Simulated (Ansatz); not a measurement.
**Is AlGeW in the AlB2 type a stable metal?**

Question: is the lattice of AlGeW in the AlB2 type stable, and if so, what are its coupling constant and resistivity?

Calculated with Ansatz 0.2.0; DFT PBE, scalar-relativistic, plane waves, PAW; PAW set soft_1.

The structure was built from a prototype and need not be the compound's stable phase.

## Step 1: The structure

Symmetry: P-6m2, No. 187, hexagonal system. The conventional cell has a = 3.925 Å, b = 3.925 Å, c = 4.121 Å, α = 90.00°, β = 90.00°, γ = 120.00°. W has 6 Al at 3.06 Å and 6 Ge at 3.06 Å nearest. Nearest to Al lie 3 Ge at 2.27 Å and 6 W at 3.06 Å. Ge has 3 Al at 2.27 Å and 6 W at 3.06 Å nearest. Farther neighbours are not listed.

## Step 2: Relaxing cell and atoms

Lattice constant and positions set the bands and the force constants, so the cell is relaxed first.

input.yaml reads:

```yaml
crystal:
  lattice:
    - [3.92501, 0.0, 0.0]
    - [-1.96251, 3.39916, 0.0]
    - [0.0, 0.0, 4.12126]
  atoms:
    - { symbol: W, position: [0.0, 0.0, 0.0] }
    - { symbol: Al, position: [0.33333333, 0.66666667, 0.5] }
    - { symbol: Ge, position: [0.66666667, 0.33333333, 0.5] }
kpoints:
  mp_grid: { grid: [9, 9, 8] }
hamiltonian:
  xc: pbe
  pseudopotentials: { kind: paw, azcp: { folder: soft_1 } }
scf:
  occupations: { method: gaussian, width: 0.1 }
output:
  forces: true
  stress: true
  eigenvalues: true
relax:
  adjacent_minimum: "off"
  f_tol: 0.005
  max_steps: 80
  cell: { stress_tol: 0.05 }
```

Command:

```console
ansatz run input.yaml --threads 4 --pin off --max-ram 12288MiB --backend cpu --events-out ev --progress --plain --runs-dir out
```

Numbers of over 12 decimals in the logs are rounded to 6 here.

Output:

```text
Engine: ansatz 0.2.0, aarch64-unknown-linux-gnu
Pseudopotentials: kind: paw
Pseudopotential: W, paw, valence charge 14, recommended cutoff 420 eV (normal), soft_1/W.paw.azcp
Pseudopotential: Al, paw, valence charge 3, recommended cutoff 420 eV (normal), soft_1/Al.paw.azcp
Pseudopotential: Ge, paw, valence charge 14, recommended cutoff 420 eV (normal), soft_1/Ge.paw.azcp
Functional definition: PBE
  parameter kappa = 0.804
  parameter beta = 0.066725
  exchange = pbe_x(kappa = kappa, mu = beta*pi^2/3)
  correlation = pbe_c(beta = beta)
Crystal: 3 atoms, lattice volume = 54.985 Å³
Basis set: ecut = 420 eV, 1105 PW (Γ), exchange–correlation on 54×54×60 points (8 copies of the dense FFT grid, shifted against one another)
Bands: 20, of which v1, the nominal top of the filled ones, is band 16 counted from 1 (15 counted from 0)
Symmetry: 12 space group operations
Space group: P-6m2 (ITA 187), of the structure as read, at distance tolerance 3.8e-5 Å
k-points: 60 of 648 (time reversal used)
Non-local potential: W, projectors of the file, l = 0: 3, l = 1: 2, l = 2: 2, l = 3: 1
Non-local potential: Al, projectors of the file, l = 0: 2, l = 1: 2, l = 2: 1
Non-local potential: Ge, projectors of the file, l = 0: 2, l = 1: 2, l = 2: 3, l = 3: 1
PAW form: soft (Blöchl's): semilocal exchange-correlation on the pseudo side does not see the compensation charge
PAW one-centre angular grid: W, 590 points (default); XC on 64 Gauss nodes
PAW one-centre angular grid: Al, 110 points (default); XC on 64 Gauss nodes
PAW one-centre angular grid: Ge, 590 points (default); XC on 64 Gauss nodes
Initial density: superposition of atomic densities (chi_scale 0.1, normalization cell, long waves kept (reshape's long-wave potential 0.00 eV rms))
Initial wavefunctions: pseudopotential atomic-orbital guess
Functional: x = pbe(κ = 0.804, μ = 0.219515), c = pbe(β = 0.066725)
SCF iter   1: F=—  HF=-15215.732429 eV  |F-HF|=—  |Δ(HF+E_count)|=         —  Δρ=7.62e-2  dr2=7.87e0  ethr=3.10e-3  ⟨swp⟩=5.5  Hψ=6101  notcnv=0
preconditioner: auto → Kerker (q_TF=auto, 2.480 Å⁻¹)  [metal: Δε(μ)=0.011 eV  Ē_g=6.487 eV  σ=0.100 eV  W_gap=0.06  n_scr=20 (ndim 8)  ℏωp=18.1 eV  f_vac=0.000  D(μ)=4.49/eV (n_scr^D=58)]
SCF iter   2: F=—  HF=-15214.363825 eV  |F-HF|=—  |Δ(HF+E_count)|=    1.37e0  Δρ=2.32e-2  dr2=4.72e-1  ethr=3.10e-3  ⟨swp⟩=3.5  Hψ=2731  notcnv=0  defer=8
SCF iter   3: F=—  HF=-15214.266791 eV  |F-HF|=—  |Δ(HF+E_count)|=   9.70e-2  Δρ=1.02e-2  dr2=5.38e-2  ethr=1.52e-3  ⟨swp⟩=2.2  Hψ=1833  notcnv=0  defer=9
SCF iter   4: F=—  HF=-15214.255228 eV  |F-HF|=—  |Δ(HF+E_count)|=   1.16e-2  Δρ=3.02e-3  dr2=5.72e-3  ethr=1.73e-4  ⟨swp⟩=2.0  Hψ=2189  notcnv=0  defer=7
SCF iter   5: F=—  HF=-15214.252414 eV  |F-HF|=—  |Δ(HF+E_count)|=   2.81e-3  Δρ=9.98e-4  dr2=6.61e-4  ethr=1.85e-5  ⟨swp⟩=2.1  Hψ=1563  notcnv=0  defer=7
SCF iter   6: F=—  HF=-15214.252290 eV  |F-HF|=—  |Δ(HF+E_count)|=   1.24e-4  Δρ=3.50e-4  dr2=8.21e-5  ethr=2.13e-6  ⟨swp⟩=2.1  Hψ=1591  notcnv=0  defer=6
SCF iter   7: F=—  HF=-15214.252235 eV  |F-HF|=—  |Δ(HF+E_count)|=   5.47e-5  Δρ=7.97e-5  dr2=4.15e-6  ethr=2.65e-7  ⟨swp⟩=1.9  Hψ=1326  notcnv=0  defer=6
SCF iter   8: F=—  HF=-15214.252236 eV  |F-HF|=—  |Δ(HF+E_count)|=   8.62e-7  Δρ=1.60e-5  dr2=2.59e-7  ethr=1.34e-8  ⟨swp⟩=2.1  Hψ=1672  notcnv=0  defer=6
SCF iter   9: F=-15214.252236 eV  HF=-15214.252236 eV  |F-HF|=2.58e-8  |Δ(HF+E_count)|=   2.92e-8  Δρ=5.81e-6  dr2=2.99e-8  ethr=3.23e-10  ⟨swp⟩=4.6  Hψ=3960  notcnv=0
SCF 1 converged in 9 iterations: F = -15214.252236 eV  dr2 = 2.99e-8
  greatest PAW one-centre occupation: 0.999 electrons in one spin orbital (limit 2), on the W atom at site 0 (counted from 0), in its partial waves of l = 0
relax step   1: F+E_penalty+E_count = -15214.25223591 eV  Δ(F+E_penalty+E_count) = +0.000e0 eV  max|allowed force component| = 7.710e-17 eV/Å  Δτ_max = 0.0000 Å  P = -3.310 GPa  Ω = 54.985 Å³  (9 SCF iters, dr2 threshold 1.00e-7 eV, accepted)
Crystal: 3 atoms, lattice volume = 53.278 Å³
Basis set: ecut = 420 eV, 1057 PW (Γ), exchange–correlation on 54×54×60 points (8 copies of the dense FFT grid, shifted against one another)
Initial density: handed on by an earlier stage of this run
Initial wavefunctions: those handed on with the density
iter 1 solved again at ethr=5.58e-5 eV; its pass at ethr=3.10e-3 eV (dr2=1.73e-2 eV) is discarded
SCF iter   1: F=—  HF=-15214.675173 eV  |F-HF|=—  |Δ(HF+E_count)|=         —  Δρ=6.96e-3  dr2=1.64e-2  ethr=5.58e-5  ⟨swp⟩=1.0  Hψ=6731  notcnv=0
preconditioner: auto → Kerker (q_TF=auto, 2.493 Å⁻¹)  [metal: Δε(μ)=0.007 eV  Ē_g=6.074 eV  σ=0.100 eV  W_gap=0.04  n_scr=20 (ndim 8)  ℏωp=18.3 eV  f_vac=0.000  D(μ)=3.41/eV (n_scr^D=28)]
SCF iter   2: F=—  HF=-15214.673030 eV  |F-HF|=—  |Δ(HF+E_count)|=   2.14e-3  Δρ=3.58e-3  dr2=4.26e-3  ethr=5.29e-5  ⟨swp⟩=1.0  Hψ=1200  notcnv=0
SCF iter   3: F=—  HF=-15214.672633 eV  |F-HF|=—  |Δ(HF+E_count)|=   3.97e-4  Δρ=5.07e-4  dr2=1.04e-4  ethr=1.37e-5  ⟨swp⟩=1.7  Hψ=1429  notcnv=0
SCF iter   4: F=—  HF=-15214.672605 eV  |F-HF|=—  |Δ(HF+E_count)|=   2.79e-5  Δρ=8.68e-5  dr2=2.94e-6  ethr=3.36e-7  ⟨swp⟩=2.8  Hψ=2084  notcnv=0
SCF iter   5: F=—  HF=-15214.672605 eV  |F-HF|=—  |Δ(HF+E_count)|=   1.08e-7  Δρ=3.14e-5  dr2=4.09e-7  ethr=9.49e-9  ⟨swp⟩=2.0  Hψ=1886  notcnv=0
SCF iter   6: F=-15214.672604 eV  HF=-15214.672604 eV  |F-HF|=2.47e-8  |Δ(HF+E_count)|=   5.32e-7  Δρ=1.25e-5  dr2=7.52e-8  ethr=9.68e-10  ⟨swp⟩=5.0  Hψ=4993  notcnv=0
SCF 2 converged in 6 iterations: F = -15214.672604 eV  dr2 = 7.52e-8
relax step   2: F+E_penalty+E_count = -15214.67260443 eV  Δ(F+E_penalty+E_count) = -4.204e-1 eV  max|allowed force component| = 3.701e-17 eV/Å  Δτ_max = 0.0000 Å  P = -2.548 GPa  Ω = 53.278 Å³  energy of the carried Pulay correction = +5.183e-4 eV  (6 SCF iters, dr2 threshold 3.00e-7 eV, accepted)
Crystal: 3 atoms, lattice volume = 51.829 Å³
Basis set: ecut = 420 eV, 997 PW (Γ), exchange–correlation on 54×54×60 points (8 copies of the dense FFT grid, shifted against one another)
iter 1 solved again at ethr=7.27e-5 eV; its pass at ethr=3.10e-3 eV (dr2=2.25e-2 eV) is discarded
SCF iter   1: F=—  HF=-15215.122536 eV  |F-HF|=—  |Δ(HF+E_count)|=         —  Δρ=5.96e-3  dr2=2.20e-2  ethr=7.27e-5  ⟨swp⟩=1.0  Hψ=6681  notcnv=0
preconditioner: auto → Kerker (q_TF=auto, 2.504 Å⁻¹)  [metal: Δε(μ)=0.019 eV  Ē_g=6.237 eV  σ=0.100 eV  W_gap=0.11  n_scr=20 (ndim 8)  ℏωp=18.6 eV  f_vac=0.000  D(μ)=3.94/eV (n_scr^D=46)]
SCF iter   2: F=—  HF=-15215.119170 eV  |F-HF|=—  |Δ(HF+E_count)|=   3.37e-3  Δρ=2.80e-3  dr2=3.58e-3  ethr=7.09e-5  ⟨swp⟩=1.1  Hψ=1210  notcnv=0
[...]
relax step   7: F+E_penalty+E_count = -15216.91767475 eV  Δ(F+E_penalty+E_count) = -4.774e-1 eV  max|allowed force component| = 5.243e-17 eV/Å  Δτ_max = 0.0000 Å  P = +2.445 GPa  Ω = 45.951 Å³  energy of the carried Pulay correction = +2.947e-3 eV  (6 SCF iters, dr2 threshold 3.00e-7 eV, accepted)
relax step   8: F+E_penalty+E_count = -15217.44828562 eV  Δ(F+E_penalty+E_count) = -5.306e-1 eV  max|allowed force component| = 2.390e-17 eV/Å  Δτ_max = 0.0000 Å  P = -0.000 GPa  Ω = 46.750 Å³  energy of the carried Pulay correction = +2.685e-3 eV  (6 SCF iters, dr2 threshold 3.00e-7 eV, accepted)
relax step   9: F+E_penalty+E_count = -15217.17305251 eV  Δ(F+E_penalty+E_count) = +2.752e-1 eV  max|allowed force component| = 3.103e-17 eV/Å  Δτ_max = 0.0000 Å  P = +17.886 GPa  Ω = 43.425 Å³  energy of the carried Pulay correction = +3.870e-3 eV  (6 SCF iters, dr2 threshold 3.00e-7 eV, rejected (line search))
relax step  10: F+E_penalty+E_count = -15217.47236370 eV  Δ(F+E_penalty+E_count) = -2.408e-2 eV  max|allowed force component| = 4.009e-17 eV/Å  Δτ_max = 0.0000 Å  P = -0.757 GPa  Ω = 47.264 Å³  energy of the carried Pulay correction = +2.514e-3 eV  (8 SCF iters, accepted)
relax step  11: F+E_penalty+E_count = -15217.47403784 eV  Δ(F+E_penalty+E_count) = -1.674e-3 eV  max|allowed force component| = 2.930e-17 eV/Å  Δτ_max = 0.0000 Å  P = -0.053 GPa  Ω = 46.999 Å³  energy of the carried Pulay correction = +2.603e-3 eV  (6 SCF iters, dr2 threshold 3.00e-7 eV, accepted)
relax step  12: F+E_penalty+E_count = -15217.47405552 eV  Δ(F+E_penalty+E_count) = -1.768e-5 eV  max|allowed force component| = 4.163e-17 eV/Å  Δτ_max = 0.0000 Å  P = -0.001 GPa  Ω = 46.979 Å³  energy of the carried Pulay correction = +2.610e-3 eV  (6 SCF iters, dr2 threshold 2.71e-8 eV, accepted)
relax step  13: F+E_penalty+E_count = -15217.48562707 eV  Δ(F+E_penalty+E_count) = -1.157e-2 eV  max|allowed force component| = 3.238e-17 eV/Å  Δτ_max = 0.0000 Å  P = +0.293 GPa  Ω = 46.979 Å³  stress off target by 4.65e-1 GPa  SCF on the basis re-selected at this cell (its energy is not comparable with the rows above)  (6 SCF iters)
relax step  14: F+E_penalty+E_count = -15217.48578036 eV  Δ(F+E_penalty+E_count) = -1.533e-4 eV  max|allowed force component| = 2.236e-17 eV/Å  Δτ_max = 0.0000 Å  P = +0.014 GPa  Ω = 47.082 Å³  energy of the carried Pulay correction = -3.759e-5 eV  (6 SCF iters, dr2 threshold 3.00e-7 eV, accepted)
iter 1 solved again at ethr=1.18e-8 eV; its pass at ethr=3.10e-3 eV (dr2=3.65e-6 eV) is discarded
SCF iter   1: F=—  HF=-15217.485798 eV  |F-HF|=—  |Δ(HF+E_count)|=         —  Δρ=1.20e-5  dr2=2.59e-9  ethr=1.18e-8  ⟨swp⟩=3.0  Hψ=8483  notcnv=0
preconditioner: auto → none  [metal: Δε(μ)=0.082 eV  Ē_g=15.914 eV  σ=0.100 eV  W_gap=0.44  n_scr=8 (ndim 8)  ℏωp=26.0 eV  f_vac=0.000  D(μ)=1.23/eV (n_scr^D=6)]
SCF iter   2: F=—  HF=-15217.485816 eV  |F-HF|=—  |Δ(HF+E_count)|=   1.86e-5  Δρ=6.03e-6  dr2=7.17e-10  ethr=8.35e-12  ⟨swp⟩=2.2  Hψ=2133  notcnv=0
SCF iter   3: F=—  HF=-15217.485816 eV  |F-HF|=—  |Δ(HF+E_count)|=   2.87e-8  Δρ=2.32e-6  dr2=8.95e-11  ethr=2.31e-12  ⟨swp⟩=2.1  Hψ=1609  notcnv=0
iter 4 did not close the SCF: its close was put off for the readings that it lacked (scf_convergence_deferred on its scf_iter line)
SCF iter   4: F=-15217.485816 eV  HF=-15217.485816 eV  |F-HF|=3.64e-12  |Δ(HF+E_count)|=   5.03e-9  Δρ=1.17e-7  dr2=7.23e-12  ethr=1.00e-12  ⟨swp⟩=1.7  Hψ=1670  notcnv=0
iter 5 did not close the SCF: its close was put off for the readings that it lacked (scf_convergence_deferred on its scf_iter line)
SCF iter   5: F=-15217.485816 eV  HF=-15217.485816 eV  |F-HF|=5.46e-12  |Δ(HF+E_count)|=  3.64e-12  Δρ=4.13e-8  dr2=3.56e-13  ethr=1.00e-12  ⟨swp⟩=1.0  Hψ=1200  notcnv=0
iter 6 did not close the SCF: its close was put off for the readings that it lacked (scf_convergence_deferred on its scf_iter line)
SCF iter   6: F=-15217.485816 eV  HF=-15217.485816 eV  |F-HF|=0.00e0  |Δ(HF+E_count)|=    0.00e0  Δρ=1.17e-8  dr2=4.87e-14  ethr=1.00e-12  ⟨swp⟩=1.0  Hψ=1200  notcnv=0
iter 7 did not close the SCF: its close was put off for the readings that it lacked (scf_convergence_deferred on its scf_iter line)
SCF iter   7: F=-15217.485816 eV  HF=-15217.485816 eV  |F-HF|=7.28e-12  |Δ(HF+E_count)|=  7.28e-12  Δρ=2.67e-9  dr2=1.33e-15  ethr=1.00e-12  ⟨swp⟩=1.0  Hψ=1200  notcnv=0
SCF iter   8: F=-15217.485816 eV  HF=-15217.485816 eV  |F-HF|=3.64e-12  |Δ(HF+E_count)|=  3.64e-12  Δρ=3.64e-10  dr2=3.53e-17  ethr=1.00e-12  ⟨swp⟩=2.0  Hψ=2924  notcnv=0
SCF 15 converged in 8 iterations: F = -15217.485816 eV  dr2 = 3.53e-17
relax step  15: F+E_penalty+E_count = -15217.48581640 eV  Δ(F+E_penalty+E_count) = -3.604e-5 eV  max|allowed force component| = 2.236e-17 eV/Å  Δτ_max = 0.0000 Å  P = +0.015 GPa  Ω = 47.082 Å³  stress off target by 2.02e-2 GPa  SCF on the basis re-selected at this cell (its energy is not comparable with the rows above)  (8 SCF iters)
basis re-selected at this cell: Δ(F+E_penalty+E_count) = -3.604e-5 eV, ΔP = +0.001 GPa vs the last step (what re-selecting the basis moved, of the pressure what is left beyond the Pulay correction that the steps carried, after the strain that the cell walked since its last selection, with what the two solves' SCF thresholds leave and, on support functions, any second-order correction that the steps lacked; it is no m [...]
SCF converged after 8 iterations
Free energy (F): -15217.485816 eV
Harris-Foulkes:  -15217.485816 eV  (|F-HF|=3.64e-12)
Internal energy: -15217.479659 eV  (E = F + TS)
E sigma→0 (E₀):  -15217.482738 eV
Entropy (-TS):   -0.006157 eV (-2.052 meV/atom)
Fermi energy:    15.079142 eV
--- Per-component energies (eV) ---
  E_band       = -217.483820
  E_kinetic    = 538.910052
  E_local      = -2925.154763  (includes V_loc(G=0)·N_el)
  E_nonlocal   = 202.694509
  E_hartree    = 1374.598505
  E_xc         = -377.749104
  E_vxc        = -326.666692  (∫ρ·V_xc dr)
  E_paw        = -11060.229970  (= ΣΔE_a)
  E_vpaw       = -456.464093  (= ΣTr[D̂ρ^β])
  E_aug_tail   = 0.000156  (compensation charges beyond the density's cutoff)
  E_ewald      = -2970.549046
  E_smearing   = -0.006157  (= −TS)
  E_closure    = 0.000000  (closes the sum)
  Σ components = -15217.485816   (vs F -15217.485816, Δ=0.00e0)
--- Forces (eV/Å), atoms counted from 1 ---
  atom   1  W      0.00000000     0.00000000    -0.00000000
  atom   2  Al     0.00000000    -0.00000000     0.00000000
  atom   3  Ge    -0.00000000     0.00000000    -0.00000000
  max |Σ_I F_I| component: 1.85e-17 eV/Å
--- Stress (GPa, compression-positive) ---
        0.020171       0.000000       0.000000
       -0.000000       0.020171       0.000000
        0.000000       0.000000       0.004699
  P = ⅓ Tr σ = 0.0150 GPa (0.150 kbar)
--- Band table (eV; the first three rows and the last of 60) ---
  k-point 0: bands = [... 12 lower, 10.7522, 11.5231, 14.7311, 14.7311, 17.5769, 17.5769, 19.1616, 19.1616]
  k-point 1: bands = [... 12 lower, 11.3780, 11.9372, 14.0609, 14.0609, 18.0033, 18.0033, 18.9144, 19.1062]
  k-point 2: bands = [... 12 lower, 12.3357, 12.8573, 12.8573, 12.9400, 16.4749, 18.1002, 18.1002, 19.4583]
  k-point 59: bands = [... 12 lower, 11.9041, 12.6382, 13.7060, 14.2653, 15.9992, 16.2713, 16.8022, 21.2974]
--- Relaxed structure (13 steps of the walk, 12 accepted, 2 SCFs on fresh bases) ---
  F+E_penalty+E_count = -15217.48581640 eV   max|allowed force component| = 2.236e-17 eV/Å   (the final SCF, on the basis selected at the relaxed cell)
  cell:  # Å, volume = 47.0824 Å³
    - [4.517437, 3.322466428585342e-6, 0]
    - [-2.258721, 3.912213, 1.2745807589716031e-17]
    - [0, 1.5453471412374563e-17, 2.664058]
  atoms:
    - { symbol: W, position: [0, 0, 0] }
    - { symbol: Al, position: [0.333333, 0.666667, 0.5] }
    - { symbol: Ge, position: [0.666667, 0.333333, 0.5] }
```

Run time: 32 s. Hardware: 4 threads of Arm Neoverse V1, shared host; peak memory 0.45 GiB.

Step by step:

```tsv
step	energy less that of the first step (eV)	largest force component (eV/Å)	pressure (GPa)	volume (Å³)
1	0.0000	0.0000	-3.31	54.98
2	-0.4204	0.0000	-2.55	53.28
3	-0.8664	0.0000	-2.35	51.83
4	-1.3040	0.0000	-1.99	50.38
5	-1.7422	0.0000	-0.94	48.79
6	-2.1880	0.0000	0.52	47.24
7	-2.6654	0.0000	2.45	45.95
8	-3.1961	0.0000	0.00	46.75
9	-2.9208	0.0000	17.89	43.43
10	-3.2201	0.0000	-0.76	47.26
11	-3.2218	0.0000	-0.05	47.00
12	-3.2218	0.0000	0.00	46.98
13*	-3.2334	0.0000	0.29	46.98
14	-3.2335	0.0000	0.01	47.08
15*	-3.2336	0.0000	0.02	47.08
```

Relaxation steps marked * repeat the geometry before them on a plane-wave basis chosen anew for their cell, so energy and pressure can jump there. Relaxation step 9 was tried and not accepted.

Forces are held to the 12 operations that the run works with; a distortion that breaks them can't arise in this run.

```tsv
cell as run	before	after	change
a (Å)	3.925	4.517	+15.1 %
b (Å)	3.925	4.517	+15.1 %
c (Å)	4.121	2.664	-35.4 %
volume (Å³/atom)	18.33	15.69	-14.4 %
```

The relaxed structure:

```cif
data_structure
_symmetry_space_group_name_H-M 'P 1'
_symmetry_Int_Tables_number 1
_cell_length_a 4.5174
_cell_length_b 4.5174
_cell_length_c 2.6641
_cell_angle_alpha 90.000
_cell_angle_beta 90.000
_cell_angle_gamma 120.000
_cell_volume 47.08
loop_
_atom_site_label
_atom_site_type_symbol
_atom_site_fract_x
_atom_site_fract_y
_atom_site_fract_z
_atom_site_occupancy
W1 W 0.00000 0.00000 0.00000 1
Al2 Al 0.33333 0.66667 0.50000 1
Ge3 Ge 0.66667 0.33333 0.50000 1
```

Numbers from this step:

```yaml
pressure: 0.01501 GPa
volume_per_atom: 15.69 Å³/atom
metallic_on_mesh: yes
gap_on_the_k_mesh: 0 eV
```

The largest force is now zero by symmetry and the largest stress component 0.020 GPa.

## Step 3: Relaxation

The relaxation is repeated from the new cell as a check.

input.yaml, the sections that differ from step 2:

```yaml
crystal:
  lattice:
    - [4.5174369111, 3.3225e-06, 0.0]
    - [-2.2587213329, 3.9122134637, 0.0]
    - [0.0, 0.0, 2.6640579789]
  atoms:
    - { symbol: W, position: [0.0, 0.0, 0.0] }
    - { symbol: Al, position: [0.3333333333, 0.6666666667, 0.5] }
    - { symbol: Ge, position: [0.6666666667, 0.3333333333, 0.5] }
kpoints:
  mp_grid: { grid: [9, 9, 12] }
# hamiltonian, scf, output, relax: as in step 2
```

Output:

```text
[the first part of the log is left out]
  E_vxc        = -326.639769  (∫ρ·V_xc dr)
  E_paw        = -11060.148394  (= ΣΔE_a)
  E_vpaw       = -456.326406  (= ΣTr[D̂ρ^β])
  E_aug_tail   = 0.000156  (compensation charges beyond the density's cutoff)
  E_ewald      = -2969.695825
  E_smearing   = -0.008850  (= −TS)
  E_closure    = 0.000000  (closes the sum)
  Σ components = -15217.452583   (vs F -15217.452583, Δ=0.00e0)
[...]
--- Stress (GPa, compression-positive) ---
       -0.006976      -0.000000       0.000000
       -0.000000      -0.006976      -0.000000
        0.000000      -0.000000       0.000559
  P = ⅓ Tr σ = -0.0045 GPa (-0.045 kbar)
--- Band table (eV; the first three rows and the last of 84) ---
[...]
--- Relaxed structure (3 steps of the walk, 3 accepted, 1 SCFs on fresh bases) ---
[...]
cell:  # Å, volume = 47.1389 Å³
    - [4.517398, 3.3224598697482058e-6, 0]
    - [-2.258702, 3.912179, 0]
    - [0, 0, 2.667302]
  atoms:
    - { symbol: W, position: [0, 0, 0] }
    - { symbol: Al, position: [0.333333, 0.666667, 0.500000] }
    - { symbol: Ge, position: [0.666667, 0.333333, 0.500000] }
```

It took 10 s on 4 threads; peak memory 0.46 GiB.

The steps of the relaxation:

```tsv
step	energy less that of the first step (eV)	largest force component (eV/Å)	pressure (GPa)	volume (Å³)
1	0.0000	0.0000	0.22	47.08
2	0.0000	0.0000	-0.21	47.20
3	-0.0001	0.0000	0.00	47.14
4	-0.0001	0.0000	0.00	47.14
```

The log counts 1 steps on a newly chosen plane-wave basis, not all of them marked here; energy and pressure can jump at such steps.

```tsv
conventional cell, symmetrised	before	after	change
a (Å)	4.517	4.517	-0.0 %
b (Å)	4.517	4.517	-0.0 %
c (Å)	2.664	2.667	+0.1 %
volume (Å³/atom)	15.69	15.71	+0.1 %
```

The relaxed structure:

```xyz
3
Lattice="4.5174 0.0000 0.0000 -2.2587 3.9122 0.0000 0.0000 0.0000 2.6673" Properties=species:S:1:pos:R:3 pbc="T T T"
W     0.0000    0.0000    0.0000
Al    0.0000    2.6081    1.3337
Ge    2.2587    1.3041    1.3337
```

This step gave:

- pressure: -0.004464 GPa
- volume per atom: 15.71 Å³/atom

The largest force is now zero by symmetry and the largest stress component 0.0070 GPa.

[end of part 1 of 2]

[Logs are printed without paths, hosts, clocks, repeated set-up lines and the standing remarks that a program may print on its own settings, such as how far it seeks lower states.]

[Hosts, paths, dates, database ids (printed as entryN), source tags and the programs' standing remarks are cut or masked in the printed files.]
